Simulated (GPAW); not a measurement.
# Work function of 1T-MnSeTe monolayer at several levels

How far do functional and basis move the work function of 1T-MnSeTe monolayer?

Method: GPAW, PAW setups; layer in a repeated cell with vacuum, relaxation of atoms and in-plane cell, in the first sound run; inputs show where later runs differ, in GPAW 26.7.0.

Most raw output is cut from this account.

## Step 1: The starting structure

The cell holds 3 atoms: 1 Te, 1 Mn and 1 Se. Cell: a = 3.637 Å, b = 3.637 Å, c = 18.920 Å, α = 90.0°, β = 90.0°, γ = 120.0°. Vacuum lies along c.

## Step 2: Relaxation

The atoms are relaxed first, since the surface dipole, and with it the work function, follows the positions of the outer layers.

run.py

```python
import json
import numpy as np
from ase import Atoms
from ase.filters import FrechetCellFilter
from ase.optimize import BFGS
from gpaw import GPAW, PW

slab = Atoms(
    ['Te', 'Mn', 'Se'],
    positions=[
        [1.81864, 1.04999, 8.00000],
        [0.00000, 0.00000, 9.61798],
        [-0.00000, 2.09998, 10.92026]],
    cell=[[3.63728, 0.0, 0.0], [-1.81864, 3.14997, 0.0], [0.0, 0.0, 18.9203]],
    pbc=[True, True, True],
    magmoms=[0.0, 4.0, 0.0])

slab.calc = GPAW(mode=PW(600), xc='PBE', kpts={'size': (9, 9, 1), 'gamma': True},
                 occupations={'name': 'fermi-dirac', 'width': 0.05}, nbands='160%',
                 convergence={'density': 1e-05}, maxiter=200,
                 symmetry={'tolerance': 1e-3}, txt='slab.txt')
result = {}
# The in-plane cell is free; stress needs a cell that repeats along all three vectors
path = []
opt = BFGS(FrechetCellFilter(slab, mask=[1, 1, 0, 0, 0, 1]), maxstep=0.2)
opt.attach(lambda: path.append((slab.get_potential_energy(), slab.positions.tolist(), slab.get_forces().tolist())))
result['relaxed'] = bool(opt.run(fmax=0.02, steps=45))
result['path'] = path
result['cell'] = slab.cell.tolist()
print('in-plane lattice', slab.cell.cellpar().round(4)[[0, 1, 5]])
energy = slab.get_potential_energy()
fermi = slab.calc.get_fermi_level()
v = slab.calc.get_electrostatic_potential().mean((0, 1)) - fermi
n = slab.calc.get_pseudo_density().mean((0, 1))
L = slab.cell[2, 2]
z = np.arange(len(v)) * L / len(v)
low, high = slab.positions[:, 2].min(), slab.positions[:, 2].max()
below, above = np.interp([low - 5.8, high + 5.8], z, v)
slopes = [np.interp(x, z, np.gradient(v, z)) for x in (low - 5.8, high + 5.8)]
eps = np.array([[slab.calc.get_eigenvalues(k, s) for k in range(len(slab.calc.get_ibz_k_points()))]
                for s in range(slab.calc.get_number_of_spins())]) - fermi
top, bottom = eps[eps < 0].max(), eps[eps > 0].min()
dipole = slab.get_dipole_moment()[2]
print(f'energy {energy:.4f} eV, Fermi level {fermi:.4f} eV, dipole {dipole:.5f} e A')
print(f'potential 5.8 A off the faces, from the Fermi level: lower {below:.4f} eV, upper {above:.4f} eV')
print(f'slope of the potential there: lower {slopes[0]:.5f}, upper {slopes[1]:.5f} eV/A')
print(f'nearest levels on the mesh: {top:.4f} and {bottom:.4f} eV')
print('magnetic moment', round(slab.get_magnetic_moment(), 3))
result.update(energy=energy, fermi=fermi, dipole=dipole, below=below, above=above, slopes=slopes, edges=[top, bottom],
              z=z.tolist(), v=v.tolist(), n=n.tolist(), positions=slab.positions.tolist(),
              forces=slab.get_forces(apply_constraint=False).tolist(), moments=slab.get_magnetic_moments().tolist())
json.dump(result, open('result.json', 'w'))
```

Launch:

```bash
> OMP_NUM_THREADS=1 OPENBLAS_NUM_THREADS=1 python run.py
```

Elapsed: 12 min, on 1 thread of Arm Neoverse V1, shared host; peak memory 0.55 GiB.

This step gave:

```
dipole along the normal                    : -0.05293 e·Å
levels nearest the Fermi level on the mesh : -0.06080, 0.01501 eV from the Fermi level
site moments                               : -0.08311, 2.882, -0.04378 μB
sum of the site moments                    : 2.755 μB
```

Electrostatic potential energy of an electron (without an applied field's), less the Fermi level, planar mean against z:

z (Å), electrostatic potential energy of an electron (without an applied field's), less the Fermi level, planar mean (eV) and a bar from the least value:
```
      0.0        4.8 ##############################
      0.5        4.8 ##############################
      1.0        4.7 ##############################
      1.5        4.7 ##############################
      2.0        4.7 ##############################
      2.5        4.7 ##############################
      3.0        4.6 ##############################
      3.5        4.6 ##############################
      4.0        4.6 ##############################
      4.5        4.6 #############################
      5.0        4.5 #############################
      5.5        4.5 #############################
      6.0        4.2 #############################
      6.5        3.4 ############################
      7.0        0.3 ########################
      7.5       -9.8 ############
      8.0      -19.7 
      8.5       -9.0 #############
      9.0       -4.4 ###################
      9.5       -9.3 #############
     10.0       -7.1 ###############
     10.5       -8.5 ##############
     11.0      -16.3 ####
     11.5       -3.4 ####################
     12.0        3.0 ############################
     12.5        4.6 ##############################
     13.0        4.9 ##############################
     13.5        5.0 ##############################
     14.0        5.0 ##############################
     14.5        5.0 ##############################
     15.0        4.9 ##############################
     15.5        4.9 ##############################
     16.0        4.9 ##############################
     16.5        4.9 ##############################
     17.0        4.9 ##############################
     17.5        4.8 ##############################
     18.0        4.8 ##############################
     18.5        4.8 ##############################
```

Pseudo valence density, planar mean against z:

z (Å), pseudo valence density, planar mean (e/Å³) and a bar from the least value:
```
     0.00       0.00 
     0.53       0.00 
     1.05       0.00 
     1.58       0.00 
     2.10       0.00 
     2.45       0.00 
     2.98       0.00 
     3.50       0.00 
     4.03       0.00 
     4.55       0.00 
     5.08       0.00 
     5.61       0.00 
     6.13       0.02 
     6.66       0.07 #
     7.01       0.16 ###
     7.53       0.28 #####
     8.06       0.13 ##
     8.58       0.35 ######
     9.11       0.52 ##########
     9.64       1.62 ##############################
    10.16       0.55 ##########
    10.69       0.36 #######
    11.21       0.30 #####
    11.74       0.19 ###
    12.09       0.08 #
    12.61       0.02 
    13.14       0.00 
    13.66       0.00 
    14.19       0.00 
    14.72       0.00 
    15.24       0.00 
    15.77       0.00 
    16.29       0.00 
    16.64       0.00 
    17.17       0.00 
    17.69       0.00 
    18.22       0.00 
    18.75       0.00
```

Site moment by atom:

```
atom  site moment (μB)
 Te1             -0.08
 Mn2              2.88
 Se3             -0.04
```

The relaxation lowered the energy of the cell by 0.00595 eV (energies extrapolated to zero smearing; the optimiser's log prints free energies). The largest force left on a free atom is 0.013 eV/Å.

## Step 3: Plane waves, PBE

The work function is the vacuum plateau of the electrostatic potential less the Fermi level; a dipole layer lets the two faces have plateaus of their own.

This step: GPAW, PAW setups; slab in vacuum (GPAW 26.7.0).

The cell differs from the one that the last finished run ended in (c 18.920 → 18.988 Å).

Changes to run.py since step 2:

```diff
@@ -3,4 +3,2 @@
 from ase import Atoms
-from ase.filters import FrechetCellFilter
-from ase.optimize import BFGS
 from gpaw import GPAW, PW
@@ -10,22 +8,15 @@
     positions=[
-        [1.81864, 1.04999, 8.00000],
-        [0.00000, 0.00000, 9.61798],
-        [-0.00000, 2.09998, 10.92026]],
-    cell=[[3.63728, 0.0, 0.0], [-1.81864, 3.14997, 0.0], [0.0, 0.0, 18.9203]],
-    pbc=[True, True, True],
+        [1.81322, 1.04686, 8.00000],
+        [-0.00000, -0.00000, 9.65738],
+        [-0.00000, 2.09372, 10.98850]],
+    cell=[[3.62644, 0.0, 0.0], [-1.81322, 3.14058, 0.0], [0.0, 0.0, 18.9885]],
+    pbc=[True, True, False],
     magmoms=[0.0, 4.0, 0.0])
 
-slab.calc = GPAW(mode=PW(600), xc='PBE', kpts={'size': (9, 9, 1), 'gamma': True},
+slab.calc = GPAW(mode=PW(400), xc='PBE', kpts={'size': (9, 9, 1), 'gamma': True},
                  occupations={'name': 'fermi-dirac', 'width': 0.05}, nbands='160%',
                  convergence={'density': 1e-05}, maxiter=200,
+                 poissonsolver={'dipolelayer': 'xy'},
                  symmetry={'tolerance': 1e-3}, txt='slab.txt')
 result = {}
-# The in-plane cell is free; stress needs a cell that repeats along all three vectors
-path = []
-opt = BFGS(FrechetCellFilter(slab, mask=[1, 1, 0, 0, 0, 1]), maxstep=0.2)
-opt.attach(lambda: path.append((slab.get_potential_energy(), slab.positions.tolist(), slab.get_forces().tolist())))
-result['relaxed'] = bool(opt.run(fmax=0.02, steps=45))
-result['path'] = path
-result['cell'] = slab.cell.tolist()
-print('in-plane lattice', slab.cell.cellpar().round(4)[[0, 1, 5]])
 energy = slab.get_potential_energy()
```

Wall time 71 s (1 thread); peak memory 0.27 GiB.

This step gave:

```yaml
dipole_along_the_normal: -0.03764 e·Å
levels_nearest_the_fermi_level_on_the_mesh: -0.06097, 0.01464 eV from the Fermi level
upper_work_function: 5.077 eV
lower_work_function: 4.481 eV
site_moments: -0.08265, 2.880, -0.04396 μB
sum_of_the_site_moments: 2.753 μB
```

Electrostatic potential energy of an electron (without an applied field's), less the Fermi level, planar mean against z:

z (Å), electrostatic potential energy of an electron (without an applied field's), less the Fermi level, planar mean (eV) and a bar from the least value:
```
      0.0        4.8 ##############################
      0.5        4.5 #############################
      1.0        4.5 #############################
      1.5        4.5 #############################
      2.0        4.5 #############################
      2.5        4.5 #############################
      3.0        4.5 #############################
      3.5        4.5 #############################
      4.0        4.5 #############################
      4.5        4.5 #############################
      5.0        4.5 #############################
      5.5        4.4 #############################
      6.0        4.2 #############################
      6.5        3.5 ############################
      7.0        0.6 #########################
      7.5       -8.8 #############
      8.0      -19.8 
      8.5       -9.9 ############
      9.0       -4.3 ###################
      9.5       -9.0 #############
     10.0       -7.5 ###############
     10.5       -7.9 ##############
     11.0      -16.5 ####
     11.5       -4.2 ###################
     12.0        2.8 ###########################
     12.5        4.6 #############################
     13.0        5.0 ##############################
     13.5        5.0 ##############################
     14.0        5.1 ##############################
     14.5        5.1 ##############################
     15.0        5.1 ##############################
     15.5        5.1 ##############################
     16.0        5.1 ##############################
     16.5        5.1 ##############################
     17.0        5.1 ##############################
     17.5        5.1 ##############################
     18.0        5.1 ##############################
     18.5        5.1 ##############################
```

Pseudo valence density, planar mean against z:

```
z (Å)  pseudo valence density, planar mean (e/Å³)
 0.00                                           0
 0.63                                           0
 1.27                                           0
 1.90                                           0
 2.53                                           0
 3.16                                      5.8e-6
 3.80                                      2.4e-5
 4.43                                      1.4e-4
 5.27                                     0.00139
 5.91                                     0.00801
 6.54                                      0.0457
 7.17                                       0.205
 7.81                                       0.162
 8.44                                       0.328
 9.07                                       0.431
 9.71                                        1.61
10.34                                       0.454
10.97                                       0.195
11.60                                       0.261
12.24                                      0.0543
12.87                                     0.00823
13.50                                     0.00127
14.35                                      1.1e-4
14.98                                      1.7e-5
15.61                                      4.7e-6
16.25                                           0
16.88                                           0
17.51                                           0
18.14                                           0
18.78                                           0
```

The potential is flat to 2.7e-5 eV/Å where it is read, so the vacuum is wide enough.

## Step 4: OptPBE vdW: xc = "optPBE-vdW"

The same geometry under optPBE-vdW, to see how far the functional moves the levels against the vacuum (the van der Waals functionals take revPBE setups).

Changes to run.py since step 3:

```diff
@@ -15,3 +15,3 @@
 
-slab.calc = GPAW(mode=PW(400), xc='PBE', kpts={'size': (9, 9, 1), 'gamma': True},
+slab.calc = GPAW(mode=PW(400), xc='optPBE-vdW', kpts={'size': (9, 9, 1), 'gamma': True},
                  occupations={'name': 'fermi-dirac', 'width': 0.05}, nbands='160%',
```

It took 83 s on 1 thread; peak memory 0.43 GiB.

This step gave:

| Quantity | Value |
| --- | --- |
| dipole along the normal | -0.03807 e·Å |
| levels nearest the Fermi level on the mesh | -0.007874, 0.001467 eV from the Fermi level |
| upper work function | 5.327 eV |
| lower work function | 4.724 eV |
| site moments | -0.07625, 2.835, -0.03826 μB |
| sum of the site moments | 2.720 μB |

The electrostatic potential energy of an electron (without an applied field's), less the Fermi level, planar mean by z:

```
z (Å)  electrostatic potential energy of an electron (without an applied field's), less the Fermi level, planar mean (eV)
  0.0                                                                                                                5.03
  0.5                                                                                                                4.72
  1.0                                                                                                                4.72
  1.5                                                                                                                4.72
  2.0                                                                                                                4.72
  2.5                                                                                                                4.72
  3.0                                                                                                                4.72
  3.5                                                                                                                4.72
  4.0                                                                                                                4.72
  4.5                                                                                                                4.72
  5.0                                                                                                                4.70
  5.5                                                                                                                4.64
  6.0                                                                                                                4.44
  6.5                                                                                                                3.65
  7.0                                                                                                               0.724
  7.5                                                                                                               -8.72
  8.0                                                                                                               -19.7
  8.5                                                                                                               -9.83
  9.0                                                                                                               -4.24
  9.5                                                                                                               -8.95
 10.0                                                                                                               -7.40
 10.5                                                                                                               -7.85
 11.0                                                                                                               -16.5
 11.5                                                                                                               -4.11
 12.0                                                                                                                2.94
 12.5                                                                                                                4.75
 13.0                                                                                                                5.18
 13.5                                                                                                                5.29
 14.0                                                                                                                5.32
 14.5                                                                                                                5.32
 15.0                                                                                                                5.33
 15.5                                                                                                                5.33
 16.0                                                                                                                5.33
 16.5                                                                                                                5.33
 17.0                                                                                                                5.33
 17.5                                                                                                                5.33
 18.0                                                                                                                5.33
 18.5                                                                                                                5.33
```

The pseudo valence density, planar mean oscillates, so the rows of the table below give means over windows of 1 Å about each position, cut where the curve ends. Its maxima inside the range that stand out by 2 % of the span (Å: e/Å³): 7.4: 0.272, 9.7: 1.61, 11.4: 0.325. Its minima: 8.0: 0.103, 11.0: 0.195.

Table of pseudo valence density, planar mean by z; means over each step:

```
z (Å)  pseudo valence density, planar mean (e/Å³)
    4                                      8.7e-5
    5                                     0.00107
    6                                      0.0151
    7                                       0.154
    8                                       0.209
    9                                       0.575
   10                                       0.980
   11                                       0.298
   12                                       0.130
   13                                     0.00886
   14                                      5.3e-4
   15                                      3.7e-5
```

Site moment by atom:

```
atom  site moment (μB)
 Te1             -0.08
 Mn2              2.83
 Se3             -0.04
```

Force by atom:

```
atom  x (eV/Å)  y (eV/Å)  z (eV/Å)   size
 Te1     0.000     0.000    -0.278  0.278
 Mn2     0.000     0.000     0.003  0.003
 Se3     0.000     0.000     0.275  0.275
```

The upper face's work function is 5.327 eV, against 5.077 eV in the first plane-wave PBE run at this geometry.

## Step 5: Self-consistent run: xc = "revPBE"

The same geometry under revPBE, to see how far the functional moves the levels against the vacuum.

Changes to run.py since step 4:

```diff
@@ -15,3 +15,3 @@
 
-slab.calc = GPAW(mode=PW(400), xc='optPBE-vdW', kpts={'size': (9, 9, 1), 'gamma': True},
+slab.calc = GPAW(mode=PW(400), xc='revPBE', kpts={'size': (9, 9, 1), 'gamma': True},
                  occupations={'name': 'fermi-dirac', 'width': 0.05}, nbands='160%',
```

Wall time 70 s (1 thread); peak memory 0.26 GiB.

Numbers from this step:

- dipole along the normal: -0.03804 e·Å
- levels nearest the Fermi level on the mesh: -0.03004, 0.02622 eV from the Fermi level
- upper work function: 4.970 eV
- lower work function: 4.368 eV
- site moments: -0.09137, 2.948, -0.04840 μB
- sum of the site moments: 2.808 μB

The upper face's work function is 4.970 eV, against 5.077 eV in the first plane-wave PBE run at this geometry.

(Continued in part 2 of 2.)

[Logs are printed without paths, hosts, clocks, repeated set-up lines and the standing remarks that a program may print on its own settings, such as how far it seeks lower states.]

[Hosts, paths, dates, database ids (printed as entryN), source tags and the programs' standing remarks are cut or masked in the printed files.]
